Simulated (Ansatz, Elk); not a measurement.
**Bonding as seen by X-rays: Fe3Pb**

The structure of Fe3Pb used here is made up (a known structure type with other elements) and was relaxed beforehand with PBEsol. The aim is the Fourier transform of its all-electron density, F(hkl), set beside the sum over free spherical atoms that refinements use.

Main program and level: Elk 11.2.3 (patched build); DFT, PBE, all-electron APW+lo, Dirac cores, scalar-relativistic bands, static density, ferromagnetic start.

The structure was built from a prototype and need not be the compound's stable phase.

**1. The starting structure**

It takes space group Fm-3m (No. 225, cubic). The conventional cell has a = 6.028 Å, b = 6.028 Å, c = 6.028 Å, α = 90.00°, β = 90.00°, γ = 90.00°. Nearest to Pb lie 8 Fe at 2.61 Å. Fe has 4 Fe at 2.61 Å and 4 Pb at 2.61 Å nearest. Nearest to Fe lie 8 Fe at 2.61 Å. Farther neighbours are not listed.

**2. Ground state and structure factors**

An all-electron density is needed, since X-rays see the cores too. Task 0 finds the density and task 195 Fourier-transforms it; tshift is off so that phases refer to the origin typed.

elk.in

```
tasks
  0
  195
  196

xctype
  20

spinpol
  .true.

rgkmax
  7.0

gmaxvr
  14.0

lmaxo
  7

lmaxapw
  8

swidth
  0.002

tshift
  .false.

ramdisk
  .false.

hmaxvr
  5.5

maxscl
  120

epspot
  1e-06

reducebf
  0.8

sppath
  './'

avec
  0.00000000000 5.69589235311 5.69589235311
  5.69589235311 0.00000000000 5.69589235311
  5.69589235311 5.69589235311 -0.00000000000

atoms
  2
  'Pb.in'
  1
  0.0000000000 0.0000000000 -0.0000000000   0.000000 0.000000 0.000000
  'Fe.in'
  3
  0.7500000000 0.7500000000 0.7500000000   0.000000 0.000000 -0.100000
  0.2500000000 0.2500000000 0.2500000000   0.000000 0.000000 -0.100000
  0.5000000000 0.5000000000 0.5000000000   0.000000 0.000000 -0.130000

ngridk
  6 6 6
```

On the command line:

```bash
$ OMP_NUM_THREADS=4 elk
```

Numbers of over 12 decimals in the logs are rounded to 6 here.

The program printed:

```text
┌─────────────────────────┐
│ Elk code version 11.2.3 │
└─────────────────────────┘

All units are atomic (Hartree, Bohr, etc.)

┌─────────────────────────────────────────────────┐
│ Ground-state run starting from atomic densities │
└─────────────────────────────────────────────────┘

Lattice vectors :
   0.000000000       5.695892353       5.695892353
   5.695892353       0.000000000       5.695892353
   5.695892353       5.695892353      -0.000000000

Reciprocal lattice vectors :
 -0.5515540777      0.5515540777      0.5515540777
  0.5515540777     -0.5515540777      0.5515540777
  0.5515540777      0.5515540777     -0.5515540777

Unit cell volume      :    369.5858322
Brillouin zone volume :   0.6711572572

Muffin-tin inner radius fraction :   0.1000000000E-01

Nuclei treated as point charges

Species : 1 (Pb)
 parameters loaded from : Pb.in
 name : lead
 nuclear charge    :   -82.00000000
 electronic charge :    82.00000000
 atomic mass :    377702.4943
 muffin-tin radius :    2.629193256
 number of radial points in muffin-tin :   1393
 inner part over the whole radius :   0.9936918089E-02
 number on inner part of muffin-tin    :    999
 approximate nuclear radius :   0.1047603524E-03
 number of mesh points to nuclear radius :    527
 atomic positions (lattice), magnetic fields (Cartesian) :
  1 :   0.00000000  0.00000000  0.00000000    0.00000000  0.00000000  0.00000000

Species : 2 (Fe)
 parameters loaded from : Fe.in
 name : iron
 nuclear charge    :   -26.00000000
 electronic charge :    26.00000000
 atomic mass :    101799.2075
 muffin-tin radius :    2.253594219
 number of radial points in muffin-tin :    993
 inner part over the whole radius :   0.9924988841E-02
 number on inner part of muffin-tin    :    699
 approximate nuclear radius :   0.7160107270E-04
 number of mesh points to nuclear radius :    333
 atomic positions (lattice), magnetic fields (Cartesian) :
  1 :  -0.25000000 -0.25000000 -0.25000000    0.00000000  0.00000000 -0.10000000
  2 :   0.25000000  0.25000000  0.25000000    0.00000000  0.00000000 -0.10000000
  3 :   0.50000000  0.50000000  0.50000000    0.00000000  0.00000000 -0.13000000

Total number of atoms per unit cell :    4
Total muffin-tin volume :    219.9559287
 ratio of muffin-tin to unit cell volume :   0.5951416682

Spin treatment :
 spin-polarised
 global magnetic field (Cartesian) :    0.000000000       0.000000000       0.000000000
 collinear magnetisation in z-direction

Number of Bravais lattice symmetries :   48
Number of crystal symmetries         :   48
Crystal has inversion symmetry
Real symmetric eigensolver will be used

k-point grid :      6     6     6
k-point offset :    0.000000000       0.000000000       0.000000000
k-point set is reduced with full crystal symmetry group
Total number of k-points :       16

Muffin-tin radius times maximum |G+k| :    7.000000000
 using average radius
Maximum |G+k| for APW functions       :    2.981903283
Maximum (1/2)|G+k|²                   :    4.445873593
Maximum |G| for potential and density :    14.00000000
Constant for pseudocharge density :    9
 order of it for each species :   16  16
 order of it for pair densities of each species (exact exchange by exxq0 0: 17) :   12   9
Radial integration step length :    1

G-vector grid sizes :     36    36    36
Number of G-vectors :    17153

Maximum angular momentum used for
 APW functions            :    8
 outer part of muffin-tin :    7
 inner part of muffin-tin :    2

Total nuclear charge    :   -160.0000000
Total core charge       :    98.00000000
Total valence charge    :    62.00000000
Total excess charge     :    0.000000000
Total electronic charge :    160.0000000

Effective Wigner radius, rₛ :   0.8200410144

Number of empty states         :     48
Total number of valence states :    160
Total number of core states    :     98

Third-order local-orbitals added for an l without core states : T
Total number of local-orbitals :     84

Exchange-correlation functional :     20     0     0
[...]
total moment                :    6.998051464

RMS change in Kohn-Sham potential (target) :    3.830958296     (  0.1000000000E-05)
Absolute change in total energy (target)   :    1.627692477     (  0.1000000000E-03)

[... loops 3 to 22 left out ...]

┌──────────────────┐
│ Loop number : 23 │
└──────────────────┘

Energies :
 Fermi                       :     0.370799
 sum of occupied eigenvalues :     -15137.872838817
 electron kinetic            :      28240.644752782
 core electron kinetic       :      27689.547841685
 Coulomb                     :     -52429.232290067
 Coulomb potential           :     -42649.459500774
 nuclear-nuclear             :     -2425.1686191191
 electron-nuclear            :     -57422.900625822
 Hartree                     :      7418.8369548739
 Madelung                    :     -31104.502539680
 xc potential                :     -728.72724247725
 xc effective B-field        :    -0.330831
 external B-field            :      0.000000
 exchange                    :     -549.67640577486
 correlation                 :     -8.713400
 electron entropic           :    -0.13368616569525E-02
 total energy                :     -24746.978679748
 (external B-field energy excluded from total)

Density of states at Fermi energy :    101.1326405
 (states/Hartree/unit cell)

Estimated indirect band gap :   0.1147483218E-02
 from k-point 6 to k-point 4
Estimated direct band gap   :   0.3796012363E-02
 at k-point 8

Charges :
 core                        :    98.00000000
 valence                     :    62.00000000
 interstitial                :    5.350594187
 muffin-tins (core leakage)
  species : 1 (Pb)
[...]
species : 2 (Fe)
[...]
total in muffin-tins        :    154.6494058
 total calculated charge     :    159.9970325
 total charge                :    160.0000000
 error                       :   0.2967548525E-02

Moments :
 interstitial                :  -0.9446125166E-01
 muffin-tins
  species : 1 (Pb)
[...]
species : 2 (Fe)
[...]
total in muffin-tins        :    6.784556511
 total moment                :    6.690095259

RMS change in Kohn-Sham potential (target) :   0.6293392403E-06 (  0.1000000000E-05)
Absolute change in total energy (target)   :   0.6440911602E-04 (  0.1000000000E-03)

Convergence targets achieved

┌──────────────────┐
│ Loop number : 24 │
└──────────────────┘

Energies :
 Fermi                       :     0.370799
 sum of occupied eigenvalues :     -15137.872841508
 electron kinetic            :      28240.644749956
 core electron kinetic       :      27689.547849357
 Coulomb                     :     -52429.232284100
 Coulomb potential           :     -42649.459496119
 nuclear-nuclear             :     -2425.1686191191
 electron-nuclear            :     -57422.900621122
 Hartree                     :      7418.8369561419
 Madelung                    :     -31104.502536040
 xc potential                :     -728.72725349565
 xc effective B-field        :    -0.330828
 external B-field            :      0.000000
 exchange                    :     -549.67640361477
 correlation                 :     -8.713400
 electron entropic           :    -0.13368850537508E-02
 total energy                :     -24746.978674658
 (external B-field energy excluded from total)

Density of states at Fermi energy :    101.1343522
 (states/Hartree/unit cell)

Estimated indirect band gap :   0.1147608878E-02
 from k-point 6 to k-point 4
Estimated direct band gap   :   0.3796181764E-02
 at k-point 8

Charges :
 core                        :    98.00000000
 valence                     :    62.00000000
 interstitial                :    5.350593837
 muffin-tins (core leakage)
  species : 1 (Pb)
[...]
species : 2 (Fe)
   atom 1                    :    24.77847017     ( -0.2221907476E-06)
   atom 2                    :    24.77847017     ( -0.2221907476E-06)
   atom 3                    :    24.64571898     ( -0.2221908169E-06)
 total in muffin-tins        :    154.6494062
 total calculated charge     :    159.9970325
 total charge                :    160.0000000
 error                       :   0.2967548297E-02

Moments :
 interstitial                :  -0.9446297496E-01
 muffin-tins
  species : 1 (Pb)
[...]
species : 2 (Fe)
   atom 1                    :    2.109082087
   atom 2                    :    2.109082087
   atom 3                    :    2.628250861
 total in muffin-tins        :    6.784505296
 total moment                :    6.690042321

┌──────────────────────────────┐
│ Self-consistent loop stopped │
└──────────────────────────────┘

Warning : the lowest level lies among the core levels :   -2.882697634      -2.405758017

Warning : core states of species 1 leak from the muffin-tin :   0.2774255784E-02

Wrote STATE.OUT
```

The job ended after 2.6 min (4 threads of Intel Xeon at 2.60GHz (Ice Lake), shared host; peak memory 0.52 GiB; 8.7 min of CPU time).

SFACRHO.OUT:

```text

h k l indices transformed by vhmat matrix:
   1.000000000       0.000000000       0.000000000    
   0.000000000       1.000000000       0.000000000    
   0.000000000       0.000000000       1.000000000    

      h      k      l  multipl.   |H|            Re(F)            Im(F)           |F|

      0      0      0      1   0.0000000       160.00000      0.96661106E-17   160.00000    
      1      0      0      8  0.95531969       51.832676      0.12026676E-13   51.832676    
      1      0      1      6   1.1031082       50.792547     -0.23251244E-13   50.792547    
     -1      0      1     12   1.5600305       122.96447      0.21396482E-14   122.96447    
      2      1      2     24   1.8292979       46.139707      0.72903613E-13   46.139707    
      0      2      0      8   1.9106394       45.592992     -0.19435890E-13   45.592992    
      2      0      2      6   2.2062163       106.43594     -0.35668319E-13   106.43594    
     -1     -3     -1     24   2.4041685       42.466243     -0.62284197E-13   42.466243    
      1      2      3     24   2.4666248       42.138428     -0.62747811E-13   42.138428    
      3      3      2     24   2.7020521       95.484364     -0.11090827E-12   95.484364    
     -3      0     -2     24   2.8659591       39.920055     -0.31084968E-13   39.920055    
     -3      0      0      8   2.8659591       39.843371     -0.28061767E-13   39.843371    
      0     -2      2     12   3.1200610       87.215765      0.27232919E-14   87.215765    
     -1      2     -2     48   3.2630379       37.771517      0.24601037E-13   37.771517    
      0     -3     -3      6   3.3093245       37.523657      0.49213586E-13   37.523657    
     -1     -4     -1     24   3.3093245       37.569490      0.84949959E-14   37.569490    
     -3     -4     -1     24   3.4883343       80.723621      0.49728818E-13   80.723621    
     -3      1      1     24   3.6167820       35.999836     -0.25027916E-13   35.999836
```

Elk indexes on the primitive cell of elk.in and gives |H| = 4π sin θ/λ in inverse bohr. Below, one row stands for each form hkl of the conventional cell (m members, Friedel mates merged), F is for one primitive cell and the density is static (no thermal factor). Free-atom factors are Waasmaier and Kirfel's, and R is Σm||F|−|F'||/Σm|F|.

```tsv
hkl	m	sin θ/λ (Å⁻¹)	abs F, DFT	neutral atoms	diff.
111	8	0.144	51.833	52.105	-0.272
200	6	0.166	50.792	51.087	-0.294
220	12	0.235	122.965	123.361	-0.396
311	24	0.275	46.140	46.044	+0.096
222	8	0.287	45.593	45.510	+0.083
400	6	0.332	106.436	106.706	-0.270
331	24	0.361	42.466	42.453	+0.013
420	24	0.371	42.138	42.087	+0.051
422	24	0.406	95.484	95.455	+0.030
511	24	0.431	39.920	39.845	+0.075
333	8	0.431	39.843	39.845	-0.001
440	12	0.469	87.216	87.159	+0.057
531	48	0.491	37.772	37.769	+0.003
600	6	0.498	37.524	37.536	-0.013
```

**3. The magnetisation density**

The same run holds the spin density, and task 196 transforms it. The order is that of the start, and no other was tried.

SFACMAG_1.OUT:

```text

h k l indices transformed by vhmat matrix:
   1.000000000       0.000000000       0.000000000    
   0.000000000       1.000000000       0.000000000    
   0.000000000       0.000000000       1.000000000    

      h      k      l  multipl.   |H|            Re(F)            Im(F)           |F|

      0      0      0      1   0.0000000       6.6900426      0.40371177E-17   6.6900426    
      1      0      0      8  0.95531969      -2.2343550      0.94823195E-15   2.2343550    
      1      0      1      6   1.1031082      -1.2795670     -0.23918644E-14   1.2795670    
     -1      0      1     12   1.5600305       4.4207852      0.19314151E-15   4.4207852    
      2      1      2     24   1.8292979      -1.4700221      0.58836699E-14   1.4700221    
      0      2      0      8   1.9106394     -0.81272504     -0.15230816E-14  0.81272504    
      2      0      2      6   2.2062163       2.9198951     -0.26735889E-14   2.9198951    
     -1     -3     -1     24   2.4041685     -0.88176799     -0.39354703E-14  0.88176799    
      1      2      3     24   2.4666248     -0.51630308     -0.39734893E-14  0.51630308    
      3      3      2     24   2.7020521       1.8806529     -0.59821426E-14   1.8806529    
     -3      0     -2     24   2.8659591     -0.70779170     -0.16187278E-14  0.70779170    
     -3      0      0      8   2.8659591     -0.61035735     -0.13673544E-14  0.61035735    
      0     -2      2     12   3.1200610       1.2979532      0.93635704E-16   1.2979532    
     -1      2     -2     48   3.2630379     -0.45664991      0.93707514E-15  0.45664991    
      0     -3     -3      6   3.3093245     -0.23393305      0.22649824E-14  0.23393305    
     -1     -4     -1     24   3.3093245     -0.27102996      0.21052464E-15  0.27102996
```

The total moment is 6.69 μB a cell; sphere moments: Pb1 -0.06, Fe2 +2.11, Fe3 +2.11, Fe4 +2.63 μB. Polarised neutrons measure spin and orbital magnetisation together; without spin-orbit coupling the run gives the spin part:

```tsv
hkl	sin θ/λ (Å⁻¹)	abs F_M (μB)
111	0.144	2.234
200	0.166	1.280
220	0.235	4.421
311	0.275	1.470
222	0.287	0.813
400	0.332	2.920
331	0.361	0.882
420	0.371	0.516
422	0.406	1.881
511	0.431	0.708
333	0.431	0.610
440	0.469	1.298
531	0.491	0.457
600	0.498	0.234
```

**4. The highest occupied states alone**

An energy window below the Fermi level keeps the highest occupied states, to see at which angles they scatter; shallow core shells can lie inside it and anion s states outside. No new self-consistency is needed.

Edit elk.in of step 2 so:

```diff
@@ -1,5 +1,3 @@
 tasks
-  0
   195
-  196
 
@@ -44,2 +42,5 @@
 
+wsfac
+  -0.070190 0.670800
+
 sppath
```

On the command line:

```bash
$ OMP_NUM_THREADS=4 elk
```

The program printed:

```text
┌─────────────────────────────────┐
│ Elk code version 11.2.3 started │
└─────────────────────────────────┘

Info(readinput): the functional depends on the density's gradient
 muffin-tin radial points multiplied by    2.00000
 (not where nrmtscf is given)

┌────────────────────┐
│ Current task : 195 │
└────────────────────┘
Info(checkmt): changed muffin-tin radius of species 1 (Pb) from   2.8000 to   2.6292
Info(checkmt): changed muffin-tin radius of species 2 (Fe) from   2.4000 to   2.2536

Info(sfacrho): density structure factors written to SFACRHO.OUT

 Energy window :  -0.7019000000E-01  0.6708000000

┌──────────────────┐
│ Elk code stopped │
└──────────────────┘
```

It took 5.2 s on 4 threads; peak memory 0.23 GiB; 8.9 s of CPU time.

States within 12 eV below the Fermi level hold 28.00 electrons; any levels below the window count with the cores. Their amplitudes can exceed the total, where window and core parts have opposite phase:

```tsv
hkl	sin θ/λ (Å⁻¹)	abs F, window	abs F, all
111	0.144	4.203	51.833
200	0.166	4.125	50.792
220	0.235	10.004	122.965
311	0.275	2.766	46.140
222	0.287	2.656	45.593
400	0.332	6.261	106.436
331	0.361	1.894	42.466
420	0.371	1.767	42.138
422	0.406	4.546	95.484
511	0.431	1.189	39.920
```

[end of part 1 of 2]

[Logs are printed without paths, hosts, clocks, repeated set-up lines and the standing remarks that a program may print on its own settings, such as how far it seeks lower states.]

[Hosts, paths, dates, database ids (printed as entryN), source tags and the programs' standing remarks are cut or masked in the printed files.]
